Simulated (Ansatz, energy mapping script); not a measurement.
# MnH2O2 monolayer: energy mapping under LDA+U (4.4 eV) (strain in the xy plane -2 %)

Wanted: the magnetic order of MnH2O2 monolayer, its couplings and an estimate of its ordering temperature, by LDA+U (4.4 eV).

Method: LDA with U = 4.4 eV on Mn d, ortho-atomic projectors; plane waves, U on orthogonalised atomic orbitals unless named otherwise, collinear spin, no spin–orbit coupling, in Ansatz 0.2.0.

Most raw output is cut from this account.

**1. Set-up**

The cell holds 5 atoms: 1 Mn, 2 O and 2 H. Cell: a = 3.185 Å, b = 3.185 Å, c = 18.996 Å, α = 90.0°, β = 90.0°, γ = 120.0°. It derives from MnH2O2. one layer cut from the bulk crystal, unrelaxed, 15 A of vacuum. Vacuum lies along c.

This cell differs from the given one by: strain in the xy plane -2 %. Atoms follow the cell and are not relaxed.

The U corrects the self-interaction that lets semilocal functionals spread d and f electrons too far. Its value here is typed, not computed.

**2. A run to fix the orbital filling**

A corrected shell can settle in several orbital fillings. One parallel run, with an occupation width a fifth wider than the orders use, therefore is to supply the occupation matrices. All orders start from them.

input.yaml

```yaml
crystal:
  lattice:
    - [3.1850002479, 0.0, 0.0]
    - [-1.5925001235, 2.7582911254, 0.0]
    - [0.0, 0.0, 18.99616]
  atoms:
    - { symbol: Mn, position: [0.0, 0.0, 0.5], spin: 4.5 }
    - { symbol: O, position: [0.666666667, 0.333333333, 0.553299] }
    - { symbol: O, position: [0.333333333, 0.666666667, 0.446701] }
    - { symbol: H, position: [0.333333333, 0.666666667, 0.394817] }
    - { symbol: H, position: [0.666666667, 0.333333333, 0.605183] }
magnetization:
  spin_polarized: true
kpoints:
  mp_grid: { grid: [9, 9, 1] }
hamiltonian:
  xc: lda
  hubbard:
    sites: [{ species: Mn, l: d, u_eff: 4.4 }]
    projectors: ortho-atomic
scf:
  occupations: { method: fermi_dirac, width: 0.036 }
output:
  eigenvalues: true
```

The run is started by

```console
ansatz run input.yaml --threads 4 --pin off --max-ram 8192MiB --backend cpu --events-out ev --progress --plain --runs-dir out
```

It took 3.5 s on 4 threads of Arm Neoverse V1, shared host; peak memory 0.45 GiB.

Numbers from this step:

| Property | Result |
| --- | --- |
| final state | ferromagnetic |
| electrons in the corrected shells | 5.276 e |
| largest moment | 4.134 μB |

**3. Parallel start in cell A (10 atoms)**

The parallel order is the zero of energy for this cell and mesh.

input.yaml

```yaml
crystal:
  lattice:
    - [3.1850002479, 0.0, 0.0]
    - [-3.185000247, 5.5165822508, 0.0]
    - [0.0, 0.0, 18.99616]
  atoms:
    - { symbol: Mn, position: [0.0, 0.0, 0.5], spin: 4.5 }
    - { symbol: Mn, position: [0.0, 0.5, 0.5], spin: 4.5 }
    - { symbol: O, position: [0.666666667, 0.166666666, 0.553299] }
    - { symbol: O, position: [0.666666667, 0.666666667, 0.553299] }
    - { symbol: O, position: [0.333333333, 0.333333334, 0.446701] }
    - { symbol: O, position: [0.333333333, 0.833333333, 0.446701] }
    - { symbol: H, position: [0.333333333, 0.333333334, 0.394817] }
    - { symbol: H, position: [0.333333333, 0.833333333, 0.394817] }
    - { symbol: H, position: [0.666666667, 0.166666666, 0.605183] }
    - { symbol: H, position: [0.666666667, 0.666666667, 0.605183] }
magnetization:
  spin_polarized: true
kpoints:
  mp_grid: { grid: [10, 5, 1] }
hamiltonian:
  xc: lda
  hubbard:
    sites:
      - { species: Mn, l: d, u_eff: 4.4 }
      - { site: 0, l: d, u_eff: 4.4, starting_ns: [{ spin: up, occupation_matrix: mn1_major }, { spin: down, occupation_matrix: mn1_minor }] }
      - { site: 1, l: d, u_eff: 4.4, starting_ns: [{ spin: up, occupation_matrix: mn1_major }, { spin: down, occupation_matrix: mn1_minor }] }
    projectors: ortho-atomic
    occupation_matrices:
      mn1_major:
        matrix:
          - [0.996, 0.0, 0.0, 0.0, 0.0]
          - [0.0, 0.995, 0.0, 0.0, 0.004]
          - [0.0, 0.0, 0.995, 0.004, 0.0]
          - [0.0, 0.0, 0.004, 0.991, 0.0]
          - [0.0, 0.004, 0.0, 0.0, 0.991]
      mn1_minor:
        matrix:
          - [0.017, 0.0, 0.0, 0.0, 0.0]
          - [0.0, 0.082, 0.0, 0.0, -0.041]
          - [0.0, 0.0, 0.082, -0.041, 0.0]
          - [0.0, 0.0, -0.041, 0.064, 0.0]
          - [0.0, -0.041, 0.0, 0.0, 0.064]
scf:
  occupations: { method: fermi_dirac, width: 0.03 }
output:
  eigenvalues: true
```

It took 21 s on 4 threads; peak memory 0.94 GiB.

Spin moment in the sphere by atom:

```
atom  spin moment in the sphere (μB)
 Mn1                            4.13
 Mn2                            4.13
  O3                            0.03
  O4                            0.03
  O5                            0.03
  O6                            0.03
  H7                            0.00
  H8                            0.00
  H9                            0.00
 H10                            0.00
```

The run ends ferromagnetic.

**4. Compensated +− start in cell A (10 atoms)**

This order reverses 4 of the 6 neighbours at 3.19 Å, 4 of the 6 neighbours at 5.52 Å and 0 of the 6 neighbours at 6.37 Å, counted for an average magnetic atom.

Changes to input.yaml since step 3:

```diff
@@ -7,3 +7,3 @@
     - { symbol: Mn, position: [0.0, 0.0, 0.5], spin: 4.5 }
-    - { symbol: Mn, position: [0.0, 0.5, 0.5], spin: 4.5 }
+    - { symbol: Mn, position: [0.0, 0.5, 0.5], spin: -4.5 }
     - { symbol: O, position: [0.666666667, 0.166666666, 0.553299] }
@@ -26,3 +26,3 @@
       - { site: 0, l: d, u_eff: 4.4, starting_ns: [{ spin: up, occupation_matrix: mn1_major }, { spin: down, occupation_matrix: mn1_minor }] }
-      - { site: 1, l: d, u_eff: 4.4, starting_ns: [{ spin: up, occupation_matrix: mn1_major }, { spin: down, occupation_matrix: mn1_minor }] }
+      - { site: 1, l: d, u_eff: 4.4, starting_ns: [{ spin: up, occupation_matrix: mn1_minor }, { spin: down, occupation_matrix: mn1_major }] }
     projectors: ortho-atomic
```

The job ended after 19 s (4 threads; peak memory 0.97 GiB).

Spin moment in the sphere by atom:

```
atom  spin moment in the sphere (μB)
 Mn1                            4.13
 Mn2                           -4.13
  O3                            0.01
  O4                           -0.01
  O5                           -0.01
  O6                            0.01
  H7                            0.00
  H8                            0.00
  H9                            0.00
 H10                            0.00
```

The run ends antiferromagnetic, 6.47 meV a magnetic atom below the parallel order of its cell.

**5. Parallel start in cell B (15 atoms)**

The parallel order again, as the reference for this cell.

input.yaml

```yaml
crystal:
  lattice:
    - [3.1850002479, 0.0, 0.0]
    - [-4.7775003704, 8.2748733761, 0.0]
    - [0.0, 0.0, 18.99616]
  atoms:
    - { symbol: Mn, position: [0.0, 0.0, 0.5], spin: 4.5 }
    - { symbol: Mn, position: [0.0, 0.333333333, 0.5], spin: 4.5 }
    - { symbol: Mn, position: [0.0, 0.666666667, 0.5], spin: 4.5 }
    - { symbol: O, position: [0.666666667, 0.111111111, 0.553299] }
    - { symbol: O, position: [0.666666667, 0.444444444, 0.553299] }
    - { symbol: O, position: [0.666666667, 0.777777778, 0.553299] }
    - { symbol: O, position: [0.333333333, 0.222222222, 0.446701] }
    - { symbol: O, position: [0.333333333, 0.555555556, 0.446701] }
    - { symbol: O, position: [0.333333333, 0.888888889, 0.446701] }
    - { symbol: H, position: [0.333333333, 0.222222222, 0.394817] }
    - { symbol: H, position: [0.333333333, 0.555555556, 0.394817] }
    - { symbol: H, position: [0.333333333, 0.888888889, 0.394817] }
    - { symbol: H, position: [0.666666667, 0.111111111, 0.605183] }
    - { symbol: H, position: [0.666666667, 0.444444444, 0.605183] }
    - { symbol: H, position: [0.666666667, 0.777777778, 0.605183] }
magnetization:
  spin_polarized: true
kpoints:
  mp_grid: { grid: [9, 3, 1] }
hamiltonian:
  xc: lda
  hubbard:
    sites:
      - { species: Mn, l: d, u_eff: 4.4 }
      - { site: 0, l: d, u_eff: 4.4, starting_ns: [{ spin: up, occupation_matrix: mn1_major }, { spin: down, occupation_matrix: mn1_minor }] }
      - { site: 1, l: d, u_eff: 4.4, starting_ns: [{ spin: up, occupation_matrix: mn1_major }, { spin: down, occupation_matrix: mn1_minor }] }
      - { site: 2, l: d, u_eff: 4.4, starting_ns: [{ spin: up, occupation_matrix: mn1_major }, { spin: down, occupation_matrix: mn1_minor }] }
    projectors: ortho-atomic
    occupation_matrices:
      mn1_major:
        matrix:
          - [0.996, 0.0, 0.0, 0.0, 0.0]
          - [0.0, 0.995, 0.0, 0.0, 0.004]
          - [0.0, 0.0, 0.995, 0.004, 0.0]
          - [0.0, 0.0, 0.004, 0.991, 0.0]
          - [0.0, 0.004, 0.0, 0.0, 0.991]
      mn1_minor:
        matrix:
          - [0.017, 0.0, 0.0, 0.0, 0.0]
          - [0.0, 0.082, 0.0, 0.0, -0.041]
          - [0.0, 0.0, 0.082, -0.041, 0.0]
          - [0.0, 0.0, -0.041, 0.064, 0.0]
          - [0.0, -0.041, 0.0, 0.0, 0.064]
scf:
  occupations: { method: fermi_dirac, width: 0.03 }
output:
  eigenvalues: true
```

Wall time 30 s (4 threads); peak memory 1.3 GiB.

The run ends ferromagnetic. For each magnetic atom its energy differs from the parallel run of the first cell by -0.23 meV, an error that one common reference would have brought in.

**6. Order 4: uncompensated ++−, cell B of 15 atoms**

This order reverses 2.67 of the 6 neighbours at 3.19 Å, 4 of the 6 neighbours at 5.52 Å and 2.67 of the 6 neighbours at 6.37 Å, counted for an average magnetic atom.

Changes to input.yaml since step 5:

```diff
@@ -8,3 +8,3 @@
     - { symbol: Mn, position: [0.0, 0.333333333, 0.5], spin: 4.5 }
-    - { symbol: Mn, position: [0.0, 0.666666667, 0.5], spin: 4.5 }
+    - { symbol: Mn, position: [0.0, 0.666666667, 0.5], spin: -4.5 }
     - { symbol: O, position: [0.666666667, 0.111111111, 0.553299] }
@@ -32,3 +32,3 @@
       - { site: 1, l: d, u_eff: 4.4, starting_ns: [{ spin: up, occupation_matrix: mn1_major }, { spin: down, occupation_matrix: mn1_minor }] }
-      - { site: 2, l: d, u_eff: 4.4, starting_ns: [{ spin: up, occupation_matrix: mn1_major }, { spin: down, occupation_matrix: mn1_minor }] }
+      - { site: 2, l: d, u_eff: 4.4, starting_ns: [{ spin: up, occupation_matrix: mn1_minor }, { spin: down, occupation_matrix: mn1_major }] }
     projectors: ortho-atomic
```

Wall time 26 s (4 threads); peak memory 1.4 GiB; 94 s of CPU time.

The run ends ferrimagnetic, 5.84 meV a magnetic atom below the parallel order of its cell.

**7. Run 5 (parallel; cell C, 15 atoms)**

This run holds the same structure in another cell (a 3.185 → 5.517 Å, γ 120.0 → 30.0°).

input.yaml

```yaml
crystal:
  lattice:
    - [1.0e-09, 5.5165822508, 0.0]
    - [-4.7775003704, 8.2748733761, 0.0]
    - [0.0, 0.0, 18.99616]
  atoms:
    - { symbol: Mn, position: [0.0, 0.0, 0.5], spin: 4.5 }
    - { symbol: Mn, position: [0.0, 0.333333333, 0.5], spin: 4.5 }
    - { symbol: Mn, position: [0.0, 0.666666667, 0.5], spin: 4.5 }
    - { symbol: O, position: [0.666666667, 0.666666666, 0.553299] }
    - { symbol: O, position: [0.666666667, 0.0, 0.553299] }
    - { symbol: O, position: [0.666666667, 0.333333333, 0.553299] }
    - { symbol: O, position: [0.333333333, 0.0, 0.446701] }
    - { symbol: O, position: [0.333333333, 0.333333334, 0.446701] }
    - { symbol: O, position: [0.333333333, 0.666666667, 0.446701] }
    - { symbol: H, position: [0.333333333, 0.0, 0.394817] }
    - { symbol: H, position: [0.333333333, 0.333333334, 0.394817] }
    - { symbol: H, position: [0.333333333, 0.666666667, 0.394817] }
    - { symbol: H, position: [0.666666667, 0.666666666, 0.605183] }
    - { symbol: H, position: [0.666666667, 0.0, 0.605183] }
    - { symbol: H, position: [0.666666667, 0.333333333, 0.605183] }
magnetization:
  spin_polarized: true
kpoints:
  mp_grid: { grid: [9, 9, 1] }
hamiltonian:
  xc: lda
  hubbard:
    sites:
      - { species: Mn, l: d, u_eff: 4.4 }
      - { site: 0, l: d, u_eff: 4.4, starting_ns: [{ spin: up, occupation_matrix: mn1_major }, { spin: down, occupation_matrix: mn1_minor }] }
      - { site: 1, l: d, u_eff: 4.4, starting_ns: [{ spin: up, occupation_matrix: mn1_major }, { spin: down, occupation_matrix: mn1_minor }] }
      - { site: 2, l: d, u_eff: 4.4, starting_ns: [{ spin: up, occupation_matrix: mn1_major }, { spin: down, occupation_matrix: mn1_minor }] }
    projectors: ortho-atomic
    occupation_matrices:
      mn1_major:
        matrix:
          - [0.996, 0.0, 0.0, 0.0, 0.0]
          - [0.0, 0.995, 0.0, 0.0, 0.004]
          - [0.0, 0.0, 0.995, 0.004, 0.0]
          - [0.0, 0.0, 0.004, 0.991, 0.0]
          - [0.0, 0.004, 0.0, 0.0, 0.991]
      mn1_minor:
        matrix:
          - [0.017, 0.0, 0.0, 0.0, 0.0]
          - [0.0, 0.082, 0.0, 0.0, -0.041]
          - [0.0, 0.0, 0.082, -0.041, 0.0]
          - [0.0, 0.0, -0.041, 0.064, 0.0]
          - [0.0, -0.041, 0.0, 0.0, 0.064]
scf:
  occupations: { method: fermi_dirac, width: 0.03 }
output:
  eigenvalues: true
```

The job ended after 34 s (4 threads; peak memory 1.5 GiB).

The run ends ferromagnetic. For each magnetic atom its energy differs from the parallel run of the first cell by -0.16 meV, an error that one common reference would have brought in.

**8. Uncompensated ++− start in cell C (15 atoms)**

This order reverses 4 of the 6 neighbours at 3.19 Å, 0 of the 6 neighbours at 5.52 Å and 4 of the 6 neighbours at 6.37 Å, counted for an average magnetic atom.

Changes to input.yaml since step 7:

```diff
@@ -8,3 +8,3 @@
     - { symbol: Mn, position: [0.0, 0.333333333, 0.5], spin: 4.5 }
-    - { symbol: Mn, position: [0.0, 0.666666667, 0.5], spin: 4.5 }
+    - { symbol: Mn, position: [0.0, 0.666666667, 0.5], spin: -4.5 }
     - { symbol: O, position: [0.666666667, 0.666666666, 0.553299] }
@@ -32,3 +32,3 @@
       - { site: 1, l: d, u_eff: 4.4, starting_ns: [{ spin: up, occupation_matrix: mn1_major }, { spin: down, occupation_matrix: mn1_minor }] }
-      - { site: 2, l: d, u_eff: 4.4, starting_ns: [{ spin: up, occupation_matrix: mn1_major }, { spin: down, occupation_matrix: mn1_minor }] }
+      - { site: 2, l: d, u_eff: 4.4, starting_ns: [{ spin: up, occupation_matrix: mn1_minor }, { spin: down, occupation_matrix: mn1_major }] }
     projectors: ortho-atomic
```

The job ended after 30 s (4 threads; peak memory 1.5 GiB; 1.8 min of CPU time).

The run ends ferrimagnetic, 8.79 meV a magnetic atom below the parallel order of its cell.

**9. Run 7 (parallel; cell D, 20 atoms)**

input.yaml

```yaml
crystal:
  lattice:
    - [3.1850002479, 0.0, 0.0]
    - [-6.3700004939, 11.0331645015, 0.0]
    - [0.0, 0.0, 18.99616]
  atoms:
    - { symbol: Mn, position: [0.0, 0.0, 0.5], spin: 4.5 }
    - { symbol: Mn, position: [0.0, 0.25, 0.5], spin: 4.5 }
    - { symbol: Mn, position: [0.0, 0.5, 0.5], spin: 4.5 }
    - { symbol: Mn, position: [0.0, 0.75, 0.5], spin: 4.5 }
    - { symbol: O, position: [0.666666667, 0.083333333, 0.553299] }
    - { symbol: O, position: [0.666666667, 0.333333333, 0.553299] }
    - { symbol: O, position: [0.666666667, 0.583333333, 0.553299] }
    - { symbol: O, position: [0.666666667, 0.833333333, 0.553299] }
    - { symbol: O, position: [0.333333333, 0.166666667, 0.446701] }
    - { symbol: O, position: [0.333333333, 0.416666667, 0.446701] }
    - { symbol: O, position: [0.333333333, 0.666666667, 0.446701] }
    - { symbol: O, position: [0.333333333, 0.916666667, 0.446701] }
    - { symbol: H, position: [0.333333333, 0.166666667, 0.394817] }
    - { symbol: H, position: [0.333333333, 0.416666667, 0.394817] }
    - { symbol: H, position: [0.333333333, 0.666666667, 0.394817] }
    - { symbol: H, position: [0.333333333, 0.916666667, 0.394817] }
    - { symbol: H, position: [0.666666667, 0.083333333, 0.605183] }
    - { symbol: H, position: [0.666666667, 0.333333333, 0.605183] }
    - { symbol: H, position: [0.666666667, 0.583333333, 0.605183] }
    - { symbol: H, position: [0.666666667, 0.833333333, 0.605183] }
magnetization:
  spin_polarized: true
kpoints:
  mp_grid: { grid: [10, 5, 1] }
hamiltonian:
  xc: lda
  hubbard:
    sites:
      - { species: Mn, l: d, u_eff: 4.4 }
      - { site: 0, l: d, u_eff: 4.4, starting_ns: [{ spin: up, occupation_matrix: mn1_major }, { spin: down, occupation_matrix: mn1_minor }] }
      - { site: 1, l: d, u_eff: 4.4, starting_ns: [{ spin: up, occupation_matrix: mn1_major }, { spin: down, occupation_matrix: mn1_minor }] }
      - { site: 2, l: d, u_eff: 4.4, starting_ns: [{ spin: up, occupation_matrix: mn1_major }, { spin: down, occupation_matrix: mn1_minor }] }
      - { site: 3, l: d, u_eff: 4.4, starting_ns: [{ spin: up, occupation_matrix: mn1_major }, { spin: down, occupation_matrix: mn1_minor }] }
    projectors: ortho-atomic
    occupation_matrices:
      mn1_major:
        matrix:
          - [0.996, 0.0, 0.0, 0.0, 0.0]
          - [0.0, 0.995, 0.0, 0.0, 0.004]
          - [0.0, 0.0, 0.995, 0.004, 0.0]
          - [0.0, 0.0, 0.004, 0.991, 0.0]
          - [0.0, 0.004, 0.0, 0.0, 0.991]
      mn1_minor:
        matrix:
          - [0.017, 0.0, 0.0, 0.0, 0.0]
          - [0.0, 0.082, 0.0, 0.0, -0.041]
          - [0.0, 0.0, 0.082, -0.041, 0.0]
          - [0.0, 0.0, -0.041, 0.064, 0.0]
          - [0.0, -0.041, 0.0, 0.0, 0.064]
scf:
  occupations: { method: fermi_dirac, width: 0.03 }
output:
  eigenvalues: true
```

The job ended after 1.8 min (4 threads; peak memory 2.6 GiB).

The run ends ferromagnetic. For each magnetic atom its energy differs from the parallel run of the first cell by -0.10 meV, an error that one common reference would have brought in.

**10. Compensated ++−− start in cell D (20 atoms)**

This order reverses 2 of the 6 neighbours at 3.19 Å, 4 of the 6 neighbours at 5.52 Å and 4 of the 6 neighbours at 6.37 Å, counted for an average magnetic atom.

Changes to input.yaml since step 9:

```diff
@@ -8,4 +8,4 @@
     - { symbol: Mn, position: [0.0, 0.25, 0.5], spin: 4.5 }
-    - { symbol: Mn, position: [0.0, 0.5, 0.5], spin: 4.5 }
-    - { symbol: Mn, position: [0.0, 0.75, 0.5], spin: 4.5 }
+    - { symbol: Mn, position: [0.0, 0.5, 0.5], spin: -4.5 }
+    - { symbol: Mn, position: [0.0, 0.75, 0.5], spin: -4.5 }
     - { symbol: O, position: [0.666666667, 0.083333333, 0.553299] }
@@ -37,4 +37,4 @@
       - { site: 1, l: d, u_eff: 4.4, starting_ns: [{ spin: up, occupation_matrix: mn1_major }, { spin: down, occupation_matrix: mn1_minor }] }
-      - { site: 2, l: d, u_eff: 4.4, starting_ns: [{ spin: up, occupation_matrix: mn1_major }, { spin: down, occupation_matrix: mn1_minor }] }
-      - { site: 3, l: d, u_eff: 4.4, starting_ns: [{ spin: up, occupation_matrix: mn1_major }, { spin: down, occupation_matrix: mn1_minor }] }
+      - { site: 2, l: d, u_eff: 4.4, starting_ns: [{ spin: up, occupation_matrix: mn1_minor }, { spin: down, occupation_matrix: mn1_major }] }
+      - { site: 3, l: d, u_eff: 4.4, starting_ns: [{ spin: up, occupation_matrix: mn1_minor }, { spin: down, occupation_matrix: mn1_major }] }
     projectors: ortho-atomic
```

Elapsed: 55 s, on 4 threads; peak memory 2.5 GiB; 3.4 min of CPU time.

The run ends antiferromagnetic, 5.54 meV a magnetic atom below the parallel order of its cell.

(Continued in part 2 of 2.)

[Logs and program files are shortened in this print: banners, set-up blocks, solver, clock and traceback lines can be left out without a mark of their own.]

[Logs are printed without paths, hosts, clocks, repeated set-up lines and the standing remarks that a program may print on its own settings, such as how far it seeks lower states.]

[Hosts, paths, dates, database ids (printed as entryN), source tags and the programs' standing remarks are cut or masked in the printed files.]

[Where a cell is said to come from a database of computed structures, the database is the Materials Project.]
